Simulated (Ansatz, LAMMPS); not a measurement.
# Charge trapping in Zn2+ PF6- in diethyl carbonate and dimethoxyethane at 400 K (128 atoms)

Does an extra electron or hole in Zn2+ PF6- in diethyl carbonate and dimethoxyethane at 400 K (128 atoms) stay spread out, or do the atoms trap it?

Method: Kohn-Sham DFT, PBE+D3(BJ), PAW (set soft_2), plane waves, in Ansatz 0.2.0.

## Step 1: The structure

The cell holds 128 atoms: 25 C, 13 O, 60 H, 4 P, 24 F and 2 Zn. Its edges and angles: a = 11.437 Å, b = 11.437 Å, c = 11.437 Å, α = 90.0°, β = 90.0°, γ = 90.0°. 1 diethyl carbonate, 5 dimethoxyethane, 2 Zn2+, 4 PF6- placed at random, at 1.42 g/cm³; overlaps pushed apart, then 10 ps at 550 K with stiff harmonic cages for PF6 and BF4 with UFF radii; divalent ions of Li, Roberts, Chakravorty and Merz (J. Chem. Theory Comput. 9, 2733 (2013)); MMFF94 bonds, angles, torsions, charges and radii (Halgren, J. Comput. Chem. 17, 490 (1996)) in harmonic and 12-6 forms; charges of ions scaled by 0.8. Snapshot after 30 ps at 400 K and fixed volume.

Limits known from the start: The network of contacts between molecules at the start is that of the classical potential that made the cell, and needn't be the one that DFT or experiment would give. The Brillouin zone is sampled at Γ only, in a cell whose shortest periodic width is 11 Å. The liquid is relaxed first, so the results are those of a frozen frame at zero temperature.

## Step 2: Single point at the start

The forces at the start show how far the geometry lies from a minimum of this functional.

Contents of input.yaml:

```yaml
crystal:
  lattice:
    - [11.43715, 0.0, 0.0]
    - [0.0, 11.43715, 0.0]
    - [0.0, 0.0, 11.43715]
  atoms:
    - { symbol: C, position: [0.72412, 0.85278, 0.77759] }
    - { symbol: C, position: [0.63972, 0.80322, 0.69312] }
    - { symbol: O, position: [0.70943, 0.71846, 0.62713] }
    - { symbol: C, position: [0.64289, 0.63922, 0.56412] }
    - { symbol: O, position: [0.69422, 0.56264, 0.50689] }
    - { symbol: O, position: [0.52776, 0.67249, 0.5466] }
    - { symbol: C, position: [0.47165, 0.61853, 0.45386] }
    - { symbol: C, position: [0.52385, 0.66836, 0.3409] }
    - { symbol: H, position: [0.81858, 0.86969, 0.74706] }
    - { symbol: H, position: [0.68324, 0.93446, 0.8028] }
    - { symbol: H, position: [0.72699, 0.80793, 0.86178] }
    - { symbol: H, position: [0.60871, 0.87179, 0.62992] }
    - { symbol: H, position: [0.5701, 0.76155, 0.74177] }
    - { symbol: H, position: [0.37083, 0.61271, 0.45321] }
    - { symbol: H, position: [0.50322, 0.52756, 0.45237] }
    - { symbol: H, position: [0.61622, 0.64833, 0.33056] }
    - { symbol: H, position: [0.49203, 0.61179, 0.26892] }
    - { symbol: H, position: [0.4988, 0.75573, 0.31419] }
    - { symbol: C, position: [0.59957, 0.2663, 0.51126] }
    - { symbol: O, position: [0.68335, 0.33254, 0.4377] }
    - { symbol: C, position: [0.66133, 0.30097, 0.32035] }
    - { symbol: C, position: [0.71428, 0.39817, 0.25045] }
    - { symbol: O, position: [0.80099, 0.46063, 0.31327] }
    - { symbol: C, position: [0.87719, 0.52321, 0.23314] }
    - { symbol: H, position: [0.55479, 0.20272, 0.45424] }
    - { symbol: H, position: [0.53786, 0.3276, 0.55939] }
    - { symbol: H, position: [0.64187, 0.21606, 0.58207] }
    - { symbol: H, position: [0.56677, 0.2962, 0.30034] }
    - { symbol: H, position: [0.69588, 0.21682, 0.30342] }
    - { symbol: H, position: [0.64312, 0.45709, 0.22319] }
    - { symbol: H, position: [0.75539, 0.35992, 0.17145] }
    - { symbol: H, position: [0.92364, 0.59153, 0.27575] }
    [... 90 atom lines left out ...]
    - { symbol: F, position: [0.71158, 0.31487, 0.93475] }
    - { symbol: F, position: [0.76276, 0.22975, 0.75197] }
    - { symbol: F, position: [0.86409, 0.38096, 0.82151] }
    - { symbol: F, position: [0.74318, 0.40941, 0.67461] }
    - { symbol: Zn, position: [0.22199, 0.93421, 0.97449] }
    - { symbol: Zn, position: [0.80062, 0.44579, 0.4894] }
kpoints:
  mp_grid: { grid: [1, 1, 1] }
hamiltonian:
  xc: pbe
  dispersion: d3bj
scf:
  occupations: { method: fixed }
output:
  forces: true
```

Launch:

```sh
$ ansatz run input.yaml --threads 4 --pin off --max-ram 8192MiB --backend cpu --events-out ev --progress --plain --runs-dir out
```

What it wrote:

```text
[...]
Pseudopotentials: kind: paw
Pseudopotential: C, paw, valence charge 4, recommended cutoff 420 eV (normal), C.paw.azcp
Pseudopotential: O, paw, valence charge 6, recommended cutoff 420 eV (normal), O.paw.azcp
Pseudopotential: H, paw, valence charge 1, recommended cutoff 420 eV (normal), H.paw.azcp
Pseudopotential: P, paw, valence charge 5, recommended cutoff 420 eV (normal), P.paw.azcp
Pseudopotential: F, paw, valence charge 7, recommended cutoff 420 eV (normal), F.paw.azcp
Pseudopotential: Zn, paw, valence charge 12, recommended cutoff 420 eV (normal), Zn.paw.azcp
[... 5 lines on functional and potentials left out ...]
Crystal: 128 atoms, lattice volume = 1496.075 Å³
Basis set: ecut = 420 eV, 29279 PW (Γ), exchange–correlation on 160×160×160 points (8 copies of the dense FFT grid, shifted against one another)
Bands: 353, of which v1, the nominal top of the filled ones, is band 225 counted from 1 (224 counted from 0)
Symmetry: 1 space group operations
Space group: P1 (ITA 1), of the structure as read, at distance tolerance 1.1e-4 Å
k-points: 1
[... 13 lines on functional and potentials left out ...]
Initial density: superposition of atomic densities (neutral atoms: chi_scale 0, normalization atom), corrected by the library's trained network
Initial wavefunctions: pseudopotential atomic-orbital guess
[...]
SCF iter   1: F=—  HF=-43672.638196 eV  |F-HF|=—  |Δ(HF+E_count)|=         —  Δρ=5.14e-3  dr2=6.28e-1  ethr=1.77e-3  ⟨swp⟩=5.0  Hψ=1224  notcnv=0  defer=124
preconditioner: auto → Resta (q_TF=auto, 2.233 Å⁻¹)  ε∞=2.4  [insulator: Δε(μ)=3.783 eV  Ē_g=17.404 eV  n_scr=256 (ndim 8)  ℏωp=20.3 eV  f_vac=0.347  ε∞_Penn≈2.4]
SCF iter   2: F=—  HF=-43672.487602 eV  |F-HF|=—  |Δ(HF+E_count)|=   1.51e-1  Δρ=2.58e-3  dr2=1.53e-1  ethr=1.39e-4  ⟨swp⟩=3.0  Hψ=438  notcnv=0  defer=126
SCF iter   3: F=—  HF=-43672.454459 eV  |F-HF|=—  |Δ(HF+E_count)|=   3.31e-2  Δρ=1.44e-3  dr2=3.81e-2  ethr=3.39e-5  ⟨swp⟩=4.0  Hψ=424  notcnv=0  defer=65
automatic band count: iteration 3 solves 292 bands in place of 353: the levels show a gap, and the empty bands left out lie too high to hold charge; the band table lists the bands solved (type scf.n_extra_bands for more)
SCF iter   4: F=—  HF=-43672.444067 eV  |F-HF|=—  |Δ(HF+E_count)|=   1.04e-2  Δρ=5.80e-4  dr2=5.51e-3  ethr=8.47e-6  ⟨swp⟩=4.0  Hψ=444  notcnv=0  defer=65
SCF iter   5: F=—  HF=-43672.442620 eV  |F-HF|=—  |Δ(HF+E_count)|=   1.45e-3  Δρ=2.41e-4  dr2=8.37e-4  ethr=1.22e-6  ⟨swp⟩=3.0  Hψ=549  notcnv=0  defer=65
[...]
SCF iter   9: F=—  HF=-43672.442429 eV  |F-HF|=—  |Δ(HF+E_count)|=   1.01e-7  Δρ=6.76e-6  dr2=5.67e-7  ethr=5.96e-10  ⟨swp⟩=2.0  Hψ=453  notcnv=0  defer=65
SCF iter  10: F=-43672.442428 eV  HF=-43672.442428 eV  |F-HF|=1.93e-8  |Δ(HF+E_count)|=   7.66e-8  Δρ=1.96e-6  dr2=5.70e-8  ethr=2.22e-11  ⟨swp⟩=4.0  Hψ=1145  notcnv=0
SCF 1 converged in 10 iterations: F = -43672.442428 eV  dr2 = 5.70e-8
[...]
SCF converged after 10 iterations
Free energy (F): -43672.442428 eV
Harris-Foulkes:  -43672.442428 eV  (|F-HF|=1.93e-8)
Internal energy: -43672.442428 eV  (E = F + TS)
E sigma→0 (E₀):  -43672.442428 eV
Fermi energy:    -0.704633 eV
--- Per-component energies (eV) ---
[...]
Σ components = -43672.442428   (vs F -43672.442428, Δ=0.00e0)
--- Forces (eV/Å), atoms counted from 1 ---
  atom   1  C      1.30973543     1.23288072     0.92277664
  atom   2  C      1.03355941     0.56875575    -0.97926983
  atom   3  O     -2.41989340    -2.27327628    -0.76870572
  atom   4  C      0.21166595     2.27050371    -1.04767470
[...]
atom 128  Zn    -1.45877975    -0.72654687    -0.20429108
  max |Σ_I F_I| component: 4.49e-5 eV/Å
```

The job ended after 11 s (4 threads of Arm Neoverse V2, shared host; peak memory 1.7 GiB).

In the SCF lines HF is the Harris–Foulkes energy and dr2 the Hartree energy of the density residual, in eV; the loop may stop once dr2 is under the threshold and the program's other checks hold. Hψ counts applications of the Hamiltonian.

The r.m.s. force at the start is 1.1 eV/Å.

## Step 3: Relaxation

The atoms are relaxed in the fixed cell, aiming at the force tolerance of the input.

Contents of input.yaml:

```yaml
crystal:
  lattice:
    - [11.43715, 0.0, 0.0]
    - [0.0, 11.43715, 0.0]
    - [0.0, 0.0, 11.43715]
  atoms:
    [... the 128 atom lines of step 2 ...]
kpoints:
  mp_grid: { grid: [1, 1, 1] }
hamiltonian:
  xc: pbe
  dispersion: d3bj
scf:
  occupations: { method: fixed }
output:
  forces: true
relax:
  f_tol: 0.06
  max_steps: 150
```

What it wrote:

```text
[...]
Crystal: 128 atoms, lattice volume = 1496.075 Å³
Basis set: ecut = 420 eV, 29279 PW (Γ), exchange–correlation on 160×160×160 points (8 copies of the dense FFT grid, shifted against one another)
Bands: 353, of which v1, the nominal top of the filled ones, is band 225 counted from 1 (224 counted from 0)
Symmetry: 1 space group operations
[...]
k-points: 1
[...]
SCF iter   1: F=—  HF=-43672.638197 eV  |F-HF|=—  |Δ(HF+E_count)|=         —  Δρ=5.14e-3  dr2=6.28e-1  ethr=1.77e-3  ⟨swp⟩=5.0  Hψ=1224  notcnv=0  defer=124
[...]
SCF iter   7: F=-43672.442424 eV  HF=-43672.442428 eV  |F-HF|=3.93e-6  |Δ(HF+E_count)|=   2.09e-5  Δρ=3.02e-5  dr2=1.46e-5  ethr=2.00e-8  ⟨swp⟩=3.0  Hψ=1094  notcnv=0
SCF 1 converged in 7 iterations: F = -43672.442424 eV  dr2 = 1.46e-5
[...]
relax step   1: F+E_penalty+E_count = -43672.44242362 eV  Δ(F+E_penalty+E_count) = +0.000e0 eV  max|allowed force component| = 4.022e0 eV/Å  Δτ_max = 0.0000 Å  (7 SCF iters, dr2 threshold 9.00e-5 eV, accepted)
[... from here on, the SCF cycles and remarks between the steps are left out ...]
relax step   2: F+E_penalty+E_count = -43679.36904929 eV  Δ(F+E_penalty+E_count) = -6.927e0 eV  max|allowed force component| = 3.157e0 eV/Å  Δτ_max = 0.1986 Å  (7 SCF iters, dr2 threshold 1.00e-4 eV, accepted)
relax step   3: F+E_penalty+E_count = -43681.58394995 eV  Δ(F+E_penalty+E_count) = -2.215e0 eV  max|allowed force component| = 1.734e0 eV/Å  Δτ_max = 0.1955 Å  (7 SCF iters, dr2 threshold 1.00e-4 eV, accepted)
relax step   4: F+E_penalty+E_count = -43682.09697307 eV  Δ(F+E_penalty+E_count) = -5.130e-1 eV  max|allowed force component| = 8.732e-1 eV/Å  Δτ_max = 0.1938 Å  (6 SCF iters, dr2 threshold 1.00e-4 eV, accepted)
relax step   5: F+E_penalty+E_count = -43682.35943391 eV  Δ(F+E_penalty+E_count) = -2.625e-1 eV  max|allowed force component| = 3.485e-1 eV/Å  Δτ_max = 0.1911 Å  (6 SCF iters, dr2 threshold 1.00e-4 eV, accepted)
relax step   6: F+E_penalty+E_count = -43682.50214952 eV  Δ(F+E_penalty+E_count) = -1.427e-1 eV  max|allowed force component| = 4.295e-1 eV/Å  Δτ_max = 0.1950 Å  (7 SCF iters, dr2 threshold 1.93e-5 eV, accepted)
relax step   7: F+E_penalty+E_count = -43682.60520350 eV  Δ(F+E_penalty+E_count) = -1.031e-1 eV  max|allowed force component| = 3.130e-1 eV/Å  Δτ_max = 0.2000 Å  (6 SCF iters, dr2 threshold 2.94e-5 eV, accepted)
relax step   8: F+E_penalty+E_count = -43682.68732635 eV  Δ(F+E_penalty+E_count) = -8.212e-2 eV  max|allowed force component| = 2.452e-1 eV/Å  Δτ_max = 0.1955 Å  (6 SCF iters, dr2 threshold 5.20e-5 eV, accepted)
relax step   9: F+E_penalty+E_count = -43682.71755784 eV  Δ(F+E_penalty+E_count) = -3.023e-2 eV  max|allowed force component| = 5.881e-1 eV/Å  Δτ_max = 0.1949 Å  (7 SCF iters, dr2 threshold 3.19e-5 eV, accepted)
relax step  10: F+E_penalty+E_count = -43682.77045386 eV  Δ(F+E_penalty+E_count) = -5.290e-2 eV  max|allowed force component| = 3.442e-1 eV/Å  Δτ_max = 0.1116 Å  (5 SCF iters, dr2 threshold 1.00e-4 eV, accepted)
relax step  11: F+E_penalty+E_count = -43682.79437958 eV  Δ(F+E_penalty+E_count) = -2.393e-2 eV  max|allowed force component| = 2.368e-1 eV/Å  Δτ_max = 0.2000 Å  (6 SCF iters, dr2 threshold 4.06e-5 eV, accepted)
relax step  12: F+E_penalty+E_count = -43682.82375664 eV  Δ(F+E_penalty+E_count) = -2.938e-2 eV  max|allowed force component| = 1.911e-1 eV/Å  Δτ_max = 0.1362 Å  (7 SCF iters, dr2 threshold 1.92e-5 eV, accepted)
relax step  13: F+E_penalty+E_count = -43682.83621310 eV  Δ(F+E_penalty+E_count) = -1.246e-2 eV  max|allowed force component| = 4.259e-1 eV/Å  Δτ_max = 0.1567 Å  (7 SCF iters, dr2 threshold 1.73e-5 eV, accepted)
relax step  14: F+E_penalty+E_count = -43682.85148795 eV  Δ(F+E_penalty+E_count) = -1.527e-2 eV  max|allowed force component| = 2.488e-1 eV/Å  Δτ_max = 0.0486 Å  (5 SCF iters, dr2 threshold 1.00e-4 eV, accepted)
relax step  15: F+E_penalty+E_count = -43682.87057932 eV  Δ(F+E_penalty+E_count) = -1.909e-2 eV  max|allowed force component| = 1.069e-1 eV/Å  Δτ_max = 0.1385 Å  (7 SCF iters, dr2 threshold 2.11e-5 eV, accepted)
relax step  16: F+E_penalty+E_count = -43682.88567743 eV  Δ(F+E_penalty+E_count) = -1.510e-2 eV  max|allowed force component| = 2.801e-1 eV/Å  Δτ_max = 0.1955 Å  (10 SCF iters, accepted)
relax step  17: F+E_penalty+E_count = -43682.89832748 eV  Δ(F+E_penalty+E_count) = -1.265e-2 eV  max|allowed force component| = 2.973e-1 eV/Å  Δτ_max = 0.1103 Å  (6 SCF iters, dr2 threshold 1.45e-5 eV, accepted)
relax step  18: F+E_penalty+E_count = -43682.91587674 eV  Δ(F+E_penalty+E_count) = -1.755e-2 eV  max|allowed force component| = 3.578e-1 eV/Å  Δτ_max = 0.1947 Å  (6 SCF iters, dr2 threshold 8.84e-5 eV, accepted)
relax step  19: F+E_penalty+E_count = -43682.92927850 eV  Δ(F+E_penalty+E_count) = -1.340e-2 eV  max|allowed force component| = 3.820e-1 eV/Å  Δτ_max = 0.1508 Å  (5 SCF iters, dr2 threshold 1.00e-4 eV, accepted)
relax step  20: F+E_penalty+E_count = -43682.94543290 eV  Δ(F+E_penalty+E_count) = -1.615e-2 eV  max|allowed force component| = 2.817e-1 eV/Å  Δτ_max = 0.1186 Å  (5 SCF iters, dr2 threshold 1.00e-4 eV, accepted)
relax step  21: F+E_penalty+E_count = -43682.96242742 eV  Δ(F+E_penalty+E_count) = -1.699e-2 eV  max|allowed force component| = 1.533e-1 eV/Å  Δτ_max = 0.1282 Å  (5 SCF iters, dr2 threshold 4.32e-5 eV, accepted)
relax step  22: F+E_penalty+E_count = -43682.97715509 eV  Δ(F+E_penalty+E_count) = -1.473e-2 eV  max|allowed force component| = 1.987e-1 eV/Å  Δτ_max = 0.1952 Å  (7 SCF iters, dr2 threshold 6.95e-6 eV, accepted)
relax step  23: F+E_penalty+E_count = -43682.98720920 eV  Δ(F+E_penalty+E_count) = -1.005e-2 eV  max|allowed force component| = 1.504e-1 eV/Å  Δτ_max = 0.0882 Å  (6 SCF iters, dr2 threshold 1.17e-5 eV, accepted)
relax step  24: F+E_penalty+E_count = -43683.00258350 eV  Δ(F+E_penalty+E_count) = -1.537e-2 eV  max|allowed force component| = 1.383e-1 eV/Å  Δτ_max = 0.1433 Å  (7 SCF iters, dr2 threshold 1.30e-5 eV, accepted)
relax step  25: F+E_penalty+E_count = -43683.01134722 eV  Δ(F+E_penalty+E_count) = -8.764e-3 eV  max|allowed force component| = 2.750e-1 eV/Å  Δτ_max = 0.1950 Å  (8 SCF iters, dr2 threshold 1.10e-5 eV, accepted)
[...]
relax step  40: F+E_penalty+E_count = -43683.17413800 eV  Δ(F+E_penalty+E_count) = -4.607e-3 eV  max|allowed force component| = 3.348e-1 eV/Å  Δτ_max = 0.1740 Å  (7 SCF iters, dr2 threshold 1.18e-5 eV, accepted)
relax step  41: F+E_penalty+E_count = -43683.18299775 eV  Δ(F+E_penalty+E_count) = -8.860e-3 eV  max|allowed force component| = 2.157e-1 eV/Å  Δτ_max = 0.0549 Å  (5 SCF iters, dr2 threshold 1.00e-4 eV, accepted)
relax step  42: F+E_penalty+E_count = -43683.20077043 eV  Δ(F+E_penalty+E_count) = -1.777e-2 eV  max|allowed force component| = 1.422e-1 eV/Å  Δτ_max = 0.1950 Å  (7 SCF iters, dr2 threshold 1.93e-5 eV, accepted)
relax step  43: F+E_penalty+E_count = -43683.21400975 eV  Δ(F+E_penalty+E_count) = -1.324e-2 eV  max|allowed force component| = 2.252e-1 eV/Å  Δτ_max = 0.1959 Å  (7 SCF iters, dr2 threshold 8.39e-6 eV, accepted)
relax step  44: F+E_penalty+E_count = -43683.21883673 eV  Δ(F+E_penalty+E_count) = -4.827e-3 eV  max|allowed force component| = 3.867e-1 eV/Å  Δτ_max = 0.1943 Å  (7 SCF iters, dr2 threshold 2.20e-5 eV, accepted)
relax step  45: F+E_penalty+E_count = -43683.22697600 eV  Δ(F+E_penalty+E_count) = -8.139e-3 eV  max|allowed force component| = 2.729e-1 eV/Å  Δτ_max = 0.0572 Å  (5 SCF iters, dr2 threshold 1.00e-4 eV, accepted)
relax step  46: F+E_penalty+E_count = -43683.23555969 eV  Δ(F+E_penalty+E_count) = -8.584e-3 eV  max|allowed force component| = 8.324e-2 eV/Å  Δτ_max = 0.0323 Å  (5 SCF iters, dr2 threshold 3.71e-5 eV, accepted)
relax step  47: F+E_penalty+E_count = -43683.24365119 eV  Δ(F+E_penalty+E_count) = -8.092e-3 eV  max|allowed force component| = 7.188e-2 eV/Å  Δτ_max = 0.1150 Å  (10 SCF iters, accepted)
relax step  48: F+E_penalty+E_count = -43683.24655893 eV  Δ(F+E_penalty+E_count) = -2.908e-3 eV  max|allowed force component| = 9.331e-2 eV/Å  Δτ_max = 0.0772 Å  (9 SCF iters, accepted)
relax step  49: F+E_penalty+E_count = -43683.24887980 eV  Δ(F+E_penalty+E_count) = -2.321e-3 eV  max|allowed force component| = 5.419e-2 eV/Å  Δτ_max = 0.0734 Å  (7 SCF iters, dr2 threshold 6.49e-6 eV, accepted)
relax step  50: F+E_penalty+E_count = -43683.24888004 eV  Δ(F+E_penalty+E_count) = -2.323e-7 eV  max|allowed force component| = 5.419e-2 eV/Å  Δτ_max = 0.0000 Å  (4 SCF iters, accepted)
relax step  51: F+E_penalty+E_count = -43683.25084042 eV  Δ(F+E_penalty+E_count) = -1.960e-3 eV  max|allowed force component| = 2.753e-2 eV/Å  Δτ_max = 0.0986 Å  (9 SCF iters, accepted)
relax step  52: F+E_penalty+E_count = -43683.25194435 eV  Δ(F+E_penalty+E_count) = -1.104e-3 eV  max|allowed force component| = 2.958e-2 eV/Å  Δτ_max = 0.0645 Å  (8 SCF iters, accepted)
relax step  53: F+E_penalty+E_count = -43683.25292144 eV  Δ(F+E_penalty+E_count) = -9.771e-4 eV  max|allowed force component| = 3.582e-2 eV/Å  Δτ_max = 0.0928 Å  (9 SCF iters, accepted)
SCF converged after 9 iterations
Free energy (F): -43683.252921 eV
[...]
Internal energy: -43683.252921 eV  (E = F + TS)
E sigma→0 (E₀):  -43683.252921 eV
Fermi energy:    -0.776272 eV
[...]
Σ components = -43683.252921   (vs F -43683.252921, Δ=0.00e0)
--- Forces (eV/Å), atoms counted from 1 ---
  atom   1  C     -0.00165857     0.00269679    -0.00094657
  atom   2  C      0.00085299    -0.00335643     0.00308228
  atom   3  O      0.00115094    -0.01035045     0.00871628
  atom   4  C      0.00902050     0.03582545    -0.02535968
[...]
atom 128  Zn    -0.00211572    -0.00187708     0.00756274
  max |Σ_I F_I| component: 1.11e-4 eV/Å
--- Relaxed structure (53 steps of the walk, 53 accepted, 0 SCFs on fresh bases) ---
  F+E_penalty+E_count = -43683.25292144 eV   max|allowed force component| = 3.582e-2 eV/Å
  atoms:
    - { symbol: C, position: [0.822772, 0.701857, 0.844413] }
    - { symbol: C, position: [0.716966, 0.706299, 0.766177] }
    - { symbol: O, position: [0.745533, 0.640685, 0.659454] }
    - { symbol: C, position: [0.663187, 0.623965, 0.580806] }
[...]
- { symbol: Zn, position: [0.772193, 0.414860, 0.471822] }
```

Run time: 7 min. Hardware: 4 threads; peak memory 1.7 GiB.

The relaxation converged after 53 steps, 10.8 eV below its start, with a largest force component of 0.036 eV/Å.

[end of part 1 of 4]

[Long decimals in the printed logs are rounded to 6 places.]

[Logs are printed without paths, hosts, clocks, repeated set-up lines and the standing remarks that a program may print on its own settings, such as how far it seeks lower states.]

[Hosts, paths, dates, database ids (printed as entryN), source tags and the programs' standing remarks are cut or masked in the printed files.]

[The MMFF94 radii named for the starting cell were scaled by 0.96; in molecules described by MMFF94, hydrogen bound to N, O or S took a small fixed 12-6 site in their place.]
